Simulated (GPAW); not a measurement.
# CO/Ag(111): work function by functional and basis

Wanted: work functions and dipole of CO/Ag(111), with the cost of each level.

Program: GPAW 26.7.0. Level of theory: GPAW, PAW setups; slab in vacuum, relaxation, in the first sound run; inputs show where later runs differ. Results are calculated unless marked as measured.

### 1. The starting structure

The cell holds 6 atoms: 4 Ag, 1 C and 1 O. Cell: a = 2.892 Å, b = 2.892 Å, c = 27.692 Å, α = 90.0°, β = 90.0°, γ = 60.0°. Vacuum lies along c.

Structure file:

```cif
data_structure
_symmetry_space_group_name_H-M 'P 1'
_symmetry_Int_Tables_number 1
_cell_length_a 2.8921
_cell_length_b 2.8921
_cell_length_c 27.6919
_cell_angle_alpha 90.000
_cell_angle_beta 90.000
_cell_angle_gamma 60.000
_cell_volume 200.59
loop_
_atom_site_label
_atom_site_type_symbol
_atom_site_fract_x
_atom_site_fract_y
_atom_site_fract_z
_atom_site_occupancy
Ag1 Ag 0.00000 0.00000 0.32501 1
Ag2 Ag 0.33333 0.33333 0.41028 1
Ag3 Ag 0.66667 0.66667 0.49555 1
Ag4 Ag 0.00000 0.00000 0.58082 1
C5 C 0.33333 0.33333 0.63311 1
O6 O 0.33333 0.33333 0.67499 1
```

### 2. Relaxation

The atoms are relaxed first, since the surface dipole, and with it the work function, follows the positions of the outer layers. The lowest 2 atoms are held at bulk positions and keep their forces.

run.py

```python
import json
import numpy as np
from ase import Atoms
from ase.constraints import FixAtoms
from ase.optimize import BFGS
from gpaw import GPAW, PW

slab = Atoms(
    ['Ag', 'Ag', 'Ag', 'Ag', 'C', 'O'],
    positions=[
        [0.00000, 0.00000, 9.00000],
        [1.44603, 0.83487, 11.36136],
        [2.89207, 1.66974, 13.72273],
        [0.00000, 0.00000, 16.08409],
        [1.44603, 0.83487, 17.53187],
        [1.44603, 0.83487, 18.69187]],
    cell=[[2.89207, 0.0, 0.0], [1.44603, 2.5046, 0.0], [0.0, 0.0, 27.69187]],
    pbc=[True, True, False])

slab.calc = GPAW(mode=PW(500), xc='PBE', kpts={'size': (12, 12, 1), 'gamma': True},
                 occupations={'name': 'fermi-dirac', 'width': 0.1}, nbands='160%',
                 convergence={'density': 1e-05}, maxiter=200,
                 poissonsolver={'dipolelayer': 'xy'},
                 symmetry={'tolerance': 1e-3, 'extra_ids': [1, 1, 0, 0, 0, 0]}, txt='slab.txt')
result = {}
slab.set_constraint(FixAtoms([0, 1]))
path = []
opt = BFGS(slab, maxstep=0.2)
opt.attach(lambda: path.append((slab.get_potential_energy(), slab.positions.tolist(), slab.get_forces().tolist())))
result['relaxed'] = bool(opt.run(fmax=0.03, steps=40))
result['path'] = path
energy = slab.get_potential_energy()
fermi = slab.calc.get_fermi_level()
v = slab.calc.get_electrostatic_potential().mean((0, 1)) - fermi
n = slab.calc.get_pseudo_density().mean((0, 1))
L = slab.cell[2, 2]
z = np.arange(len(v)) * L / len(v)
low, high = slab.positions[:, 2].min(), slab.positions[:, 2].max()
below, above = np.interp([low - 6.8, high + 6.8], z, v)
slopes = [np.interp(x, z, np.gradient(v, z)) for x in (low - 6.8, high + 6.8)]
eps = np.array([[slab.calc.get_eigenvalues(k, s) for k in range(len(slab.calc.get_ibz_k_points()))]
                for s in range(slab.calc.get_number_of_spins())]) - fermi
top, bottom = eps[eps < 0].max(), eps[eps > 0].min()
dipole = slab.get_dipole_moment()[2]
print(f'energy {energy:.4f} eV, Fermi level {fermi:.4f} eV, dipole {dipole:.5f} e A')
print(f'potential 6.8 A off the faces, from the Fermi level: lower {below:.4f} eV, upper {above:.4f} eV')
print(f'slope of the potential there: lower {slopes[0]:.5f}, upper {slopes[1]:.5f} eV/A')
print(f'nearest levels on the mesh: {top:.4f} and {bottom:.4f} eV')
print('magnetic moment', round(slab.get_magnetic_moment(), 3))
result.update(energy=energy, fermi=fermi, dipole=dipole, below=below, above=above, slopes=slopes, edges=[top, bottom],
              z=z.tolist(), v=v.tolist(), n=n.tolist(), positions=slab.positions.tolist(),
              forces=slab.get_forces(apply_constraint=False).tolist(), moments=slab.get_magnetic_moments().tolist())
json.dump(result, open('result.json', 'w'))
```

Launch:

```bash
$ OMP_NUM_THREADS=1 OPENBLAS_NUM_THREADS=1 python run.py
```

Log:

```text
Step          Energy          fmax
BFGS:    0      -24.857367        0.929754
BFGS:    1      -24.872641        1.211770
BFGS:    2      -24.920474        0.878223
BFGS:    3      -24.945877        0.294258
BFGS:    4      -24.955110        0.317043
BFGS:    5      -24.960758        0.352128
BFGS:    6      -24.967617        0.305590
BFGS:    7      -24.971875        0.210800
BFGS:    8      -24.975550        0.248079
BFGS:    9      -24.977896        0.281116
BFGS:   10      -24.980961        0.278164
BFGS:   11      -24.987372        0.232361
BFGS:   12      -24.996885        0.161058
BFGS:   13      -25.018985        0.128400
BFGS:   14      -25.021674        0.079208
BFGS:   15      -25.021964        0.058700
BFGS:   16      -25.023382        0.010624
energy -24.9860 eV, Fermi level 0.4796 eV, dipole -0.04684 e A
potential 6.8 A off the faces, from the Fermi level: lower 4.4960 eV, upper 5.6563 eV
slope of the potential there: lower -0.00075, upper 0.00006 eV/A
nearest levels on the mesh: -0.0152 and 0.0584 eV
magnetic moment 0.0
```

Elapsed: 48 min, on 1 thread of Arm Neoverse V1, shared host; peak memory 0.32 GiB.

The steps of the relaxation:

```
step  energy less that of the first step (eV)  largest force (eV/Å)
   1                                   0.0000                0.9298
   2                                  -0.0152                1.2118
   3                                  -0.0624                0.8782
   4                                  -0.0875                0.2943
   5                                  -0.0967                0.3170
   6                                  -0.1025                0.3521
   7                                  -0.1095                0.3056
   8                                  -0.1138                0.2108
   9                                  -0.1173                0.2481
  10                                  -0.1195                0.2811
  11                                  -0.1224                0.2782
  12                                  -0.1286                0.2324
  13                                  -0.1380                0.1611
  14                                  -0.1611                0.1284
  15                                  -0.1640                0.0792
  16                                  -0.1644                0.0587
  17                                  -0.1660                0.0106
```

The atoms that moved most (Å):

```
atom     dx     dy     dz  length
  C5  0.000  0.000  0.407   0.407
  O6  0.000  0.000  0.405   0.405
 Ag4  0.000  0.000  0.068   0.068
 Ag3  0.000  0.000  0.037   0.037
```

Final coordinates:

```cif
data_structure
_symmetry_space_group_name_H-M 'P 1'
_symmetry_Int_Tables_number 1
_cell_length_a 2.8921
_cell_length_b 2.8921
_cell_length_c 27.6919
_cell_angle_alpha 90.000
_cell_angle_beta 90.000
_cell_angle_gamma 60.000
_cell_volume 200.59
loop_
_atom_site_label
_atom_site_type_symbol
_atom_site_fract_x
_atom_site_fract_y
_atom_site_fract_z
_atom_site_occupancy
Ag1 Ag 0.00000 0.00000 0.32501 1
Ag2 Ag 0.33333 0.33333 0.41028 1
Ag3 Ag 0.66667 0.66667 0.49688 1
Ag4 Ag 0.00000 0.00000 0.58326 1
C5 C 0.33333 0.33333 0.64781 1
O6 O 0.33333 0.33333 0.68961 1
```

This step gave:

```
dipole along the normal                    : -0.04684 e·Å
levels nearest the Fermi level on the mesh : -0.01523, 0.05842 eV from the Fermi level
upper work function                        : 5.656 eV
lower work function                        : 4.496 eV
```

The electrostatic potential energy of an electron (without an applied field's), less the Fermi level, planar mean oscillates, so the rows of the table below give means over windows of 2.31 Å about each position, cut where the curve ends. Its maxima inside the range that stand out by 2 % of the span (Å: eV): 10.2: 0.752, 12.6: 0.965, 14.9: 0.837, 17.2: -1.17, 18.6: -2.10. Its minima: 9.0: -20.6, 11.3: -20.8, 13.7: -20.8, 16.2: -21.5, 18.0: -12.6, 19.0: -10.2.

Table of electrostatic potential energy of an electron (without an applied field's), less the Fermi level, planar mean by z; means over each step:

```
z (Å)  electrostatic potential energy of an electron (without an applied field's), less the Fermi level, planar mean (eV)
 1.16                                                                                                                4.54
 3.46                                                                                                                4.50
 5.77                                                                                                                4.45
 8.08                                                                                                               -4.62
10.39                                                                                                               -7.99
12.70                                                                                                               -7.59
15.01                                                                                                               -7.83
17.32                                                                                                               -8.19
19.63                                                                                                               0.128
21.94                                                                                                                5.65
24.25                                                                                                                5.66
26.56                                                                                                                5.63
```

The pseudo valence density, planar mean oscillates, so the rows of the table below give means over windows of 2.4 Å about each position, cut where the curve ends. Its maxima inside the range that stand out by 2 % of the span (Å: e/Å³): 9.0: 2.56, 11.3: 2.57, 13.8: 2.48, 16.2: 2.57, 19.0: 0.906. Its minima: 10.2: 0.191, 12.5: 0.186, 15.0: 0.190, 17.1: 0.309.

The pseudo valence density, planar mean by z; means over each step:

```
z (Å)  pseudo valence density, planar mean (e/Å³)
 3.60                                      7.3e-6
 6.00                                     0.00273
 8.40                                       0.895
10.80                                       0.985
13.20                                       0.980
15.60                                       0.980
18.00                                       0.501
20.40                                       0.143
22.80                                      1.2e-5
```

The relaxation lowered the energy of the cell by 0.166 eV (energies extrapolated to zero smearing; the optimiser's log prints free energies). The largest force left on a free atom is 0.011 eV/Å.

### 3. The slab's potential

The work function is the vacuum plateau of the electrostatic potential less the Fermi level; a dipole layer lets the two faces have plateaus of their own.

This step: GPAW, PAW setups; slab in vacuum (GPAW 26.7.0).

run.py, as its differences from that of step 2:

```diff
@@ -3,4 +3,2 @@
 from ase import Atoms
-from ase.constraints import FixAtoms
-from ase.optimize import BFGS
 from gpaw import GPAW, PW
@@ -12,6 +10,6 @@
         [1.44603, 0.83487, 11.36136],
-        [2.89207, 1.66974, 13.72273],
-        [0.00000, 0.00000, 16.08409],
-        [1.44603, 0.83487, 17.53187],
-        [1.44603, 0.83487, 18.69187]],
+        [2.89207, 1.66974, 13.75942],
+        [0.00000, 0.00000, 16.15161],
+        [1.44603, 0.83487, 17.93903],
+        [1.44603, 0.83487, 19.09668]],
     cell=[[2.89207, 0.0, 0.0], [1.44603, 2.5046, 0.0], [0.0, 0.0, 27.69187]],
@@ -23,10 +21,4 @@
                  poissonsolver={'dipolelayer': 'xy'},
-                 symmetry={'tolerance': 1e-3, 'extra_ids': [1, 1, 0, 0, 0, 0]}, txt='slab.txt')
+                 symmetry={'tolerance': 1e-3}, txt='slab.txt')
 result = {}
-slab.set_constraint(FixAtoms([0, 1]))
-path = []
-opt = BFGS(slab, maxstep=0.2)
-opt.attach(lambda: path.append((slab.get_potential_energy(), slab.positions.tolist(), slab.get_forces().tolist())))
-result['relaxed'] = bool(opt.run(fmax=0.03, steps=40))
-result['path'] = path
 energy = slab.get_potential_energy()
```

Log:

```text
energy -24.9860 eV, Fermi level 0.4797 eV, dipole -0.04681 e A
potential 6.8 A off the faces, from the Fermi level: lower 4.4957 eV, upper 5.6561 eV
slope of the potential there: lower -0.00071, upper 0.00006 eV/A
nearest levels on the mesh: -0.0152 and 0.0584 eV
magnetic moment 0.0
```

It took 4.6 min on 1 thread; peak memory 0.31 GiB.

This step gave:

```yaml
dipole_along_the_normal: -0.04681 e·Å
levels_nearest_the_fermi_level_on_the_mesh: -0.01525, 0.05843 eV from the Fermi level
```

The electrostatic potential energy of an electron (without an applied field's), less the Fermi level, planar mean oscillates, so the rows of the table below give means over windows of 2.31 Å about each position, cut where the curve ends. Its maxima inside the range that stand out by 2 % of the span (Å: eV): 10.2: 0.752, 12.6: 0.965, 14.9: 0.837, 17.2: -1.17, 18.6: -2.10. Its minima: 9.0: -20.6, 11.3: -20.8, 13.7: -20.8, 16.2: -21.5, 18.0: -12.6, 19.0: -10.2.

The electrostatic potential energy of an electron (without an applied field's), less the Fermi level, planar mean by z; means over each step:

(Unchanged from step 2.)

The pseudo valence density, planar mean oscillates, so the rows of the table below give means over windows of 2.4 Å about each position, cut where the curve ends. Its maxima inside the range that stand out by 2 % of the span (Å: e/Å³): 9.0: 2.56, 11.3: 2.57, 13.8: 2.48, 16.2: 2.57, 19.0: 0.906. Its minima: 10.2: 0.191, 12.5: 0.186, 15.0: 0.190, 17.1: 0.309.

Pseudo valence density, planar mean against z; means over each step:

```
z (Å)  pseudo valence density, planar mean (e/Å³)
 3.60                                      7.2e-6
 6.00                                     0.00273
 8.40                                       0.895
10.80                                       0.985
13.20                                       0.980
15.60                                       0.980
18.00                                       0.501
20.40                                       0.143
22.80                                      1.2e-5
```

Force by atom:

```
atom  x (eV/Å)  y (eV/Å)  z (eV/Å)   size
 Ag1     0.000     0.000    -0.170  0.170
 Ag2     0.000     0.000     0.115  0.115
 Ag3     0.000     0.000    -0.010  0.010
 Ag4     0.000     0.000    -0.011  0.011
  C5     0.000     0.000     0.011  0.011
  O6     0.000     0.000     0.006  0.006
```

The potential is flat to 7.1e-4 eV/Å where it is read, so the vacuum is wide enough.

### 4. Self-consistent run: xc = "vdW-DF2"

The same geometry under vdW-DF2, to see how far the functional moves the levels against the vacuum (the van der Waals functionals take revPBE setups).

run.py, as its differences from that of step 3:

```diff
@@ -17,3 +17,3 @@
 
-slab.calc = GPAW(mode=PW(500), xc='PBE', kpts={'size': (12, 12, 1), 'gamma': True},
+slab.calc = GPAW(mode=PW(500), xc='vdW-DF2', kpts={'size': (12, 12, 1), 'gamma': True},
                  occupations={'name': 'fermi-dirac', 'width': 0.1}, nbands='160%',
```

Log:

```text
energy -413.0119 eV, Fermi level 0.2872 eV, dipole -0.05335 e A
potential 6.8 A off the faces, from the Fermi level: lower 4.8746 eV, upper 6.1990 eV
slope of the potential there: lower -0.00095, upper 0.00034 eV/A
nearest levels on the mesh: -0.0539 and 0.0624 eV
magnetic moment 0.0
```

Wall time 18 min (1 thread); peak memory 0.48 GiB.

Numbers from this step:

| Item | Value |
| --- | --- |
| dipole along the normal | -0.05335 e·Å |
| levels nearest the Fermi level on the mesh | -0.05392, 0.06239 eV from the Fermi level |
| upper work function | 6.199 eV |
| lower work function | 4.875 eV |

The electrostatic potential energy of an electron (without an applied field's), less the Fermi level, planar mean oscillates, so the rows of the table below give means over windows of 2.31 Å about each position, cut where the curve ends. Its maxima inside the range that stand out by 2 % of the span (Å: eV): 10.2: 0.333, 12.6: 0.534, 14.9: 0.444, 17.2: -1.32, 18.6: -1.98. Its minima: 9.0: -20.6, 11.3: -20.9, 13.7: -20.9, 16.2: -21.6, 18.0: -12.6, 19.0: -9.85.

Table of electrostatic potential energy of an electron (without an applied field's), less the Fermi level, planar mean by z; means over each step:

```
z (Å)  electrostatic potential energy of an electron (without an applied field's), less the Fermi level, planar mean (eV)
 1.16                                                                                                                4.93
 3.46                                                                                                                4.87
 5.77                                                                                                                4.82
 8.08                                                                                                               -4.54
10.39                                                                                                               -8.27
12.70                                                                                                               -7.89
15.01                                                                                                               -8.09
17.32                                                                                                               -8.25
19.63                                                                                                               0.524
21.94                                                                                                                6.18
24.25                                                                                                                6.20
26.56                                                                                                                6.17
```

The pseudo valence density, planar mean oscillates, so the rows of the table below give means over windows of 2.4 Å about each position, cut where the curve ends. Its maxima inside the range that stand out by 2 % of the span (Å: e/Å³): 9.0: 2.56, 11.3: 2.58, 13.8: 2.48, 16.2: 2.58, 19.0: 0.911. Its minima: 10.2: 0.185, 12.5: 0.181, 15.0: 0.185, 17.1: 0.302.

Table of pseudo valence density, planar mean by z; means over each step:

```
z (Å)  pseudo valence density, planar mean (e/Å³)
 3.60                                      1.2e-5
 6.00                                     0.00314
 8.40                                       0.895
10.80                                       0.985
13.20                                       0.980
15.60                                       0.980
18.00                                       0.500
20.40                                       0.143
22.80                                      2.4e-5
```

Force by atom:

```
atom  x (eV/Å)  y (eV/Å)  z (eV/Å)  size
 Ag1      0.00      0.00     -0.85  0.85
 Ag2      0.00      0.00      0.16  0.16
 Ag3      0.00      0.00      0.00  0.00
 Ag4      0.00      0.00     -0.29  0.29
  C5      0.00      0.00      1.03  1.03
  O6      0.00      0.00      0.51  0.51
```

The upper face's work function is 6.199 eV, against 5.656 eV in the first plane-wave PBE run at this geometry.

### 5. Self-consistent run: xc = "LDA"

The same geometry under LDA, to see how far the functional moves the levels against the vacuum.

run.py, as its differences from that of step 4:

```diff
@@ -17,3 +17,3 @@
 
-slab.calc = GPAW(mode=PW(500), xc='vdW-DF2', kpts={'size': (12, 12, 1), 'gamma': True},
+slab.calc = GPAW(mode=PW(500), xc='LDA', kpts={'size': (12, 12, 1), 'gamma': True},
                  occupations={'name': 'fermi-dirac', 'width': 0.1}, nbands='160%',
```

Log:

```text
energy -30.3900 eV, Fermi level 0.0851 eV, dipole -0.04508 e A
potential 6.8 A off the faces, from the Fermi level: lower 4.9124 eV, upper 6.0296 eV
slope of the potential there: lower -0.00079, upper 0.00007 eV/A
nearest levels on the mesh: -0.0087 and 0.0554 eV
magnetic moment 0.0
```

The job ended after 4.9 min (1 thread; peak memory 0.32 GiB).

This step gave:

| Quantity | Value |
| --- | --- |
| dipole along the normal | -0.04508 e·Å |
| levels nearest the Fermi level on the mesh | -0.008706, 0.05536 eV from the Fermi level |
| upper work function | 6.030 eV |
| lower work function | 4.912 eV |

The upper face's work function is 6.030 eV, against 5.656 eV in the first plane-wave PBE run at this geometry.

### 6. Self-consistent run: xc = "RPBE"

The same geometry under RPBE, to see how far the functional moves the levels against the vacuum.

run.py, as its differences from that of step 5:

```diff
@@ -17,3 +17,3 @@
 
-slab.calc = GPAW(mode=PW(500), xc='LDA', kpts={'size': (12, 12, 1), 'gamma': True},
+slab.calc = GPAW(mode=PW(500), xc='RPBE', kpts={'size': (12, 12, 1), 'gamma': True},
                  occupations={'name': 'fermi-dirac', 'width': 0.1}, nbands='160%',
```

Log:

```text
energy -22.2849 eV, Fermi level 0.6421 eV, dipole -0.04869 e A
potential 6.8 A off the faces, from the Fermi level: lower 4.2971 eV, upper 5.5045 eV
slope of the potential there: lower -0.00076, upper 0.00006 eV/A
nearest levels on the mesh: -0.0119 and 0.0584 eV
magnetic moment 0.0
```

Run time: 6 min. Hardware: 1 thread; peak memory 0.32 GiB.

Numbers from this step:

- dipole along the normal: -0.04869 e·Å
- levels nearest the Fermi level on the mesh: -0.01193, 0.05836 eV from the Fermi level
- upper work function: 5.505 eV
- lower work function: 4.297 eV

The upper face's work function is 5.505 eV, against 5.656 eV in the first plane-wave PBE run at this geometry.

[end of part 1 of 2]

[Logs are printed without paths, hosts, clocks, repeated set-up lines and the standing remarks that a program may print on its own settings, such as how far it seeks lower states.]

[Hosts, paths, dates, database ids (printed as entryN), source tags and the programs' standing remarks are cut or masked in the printed files.]
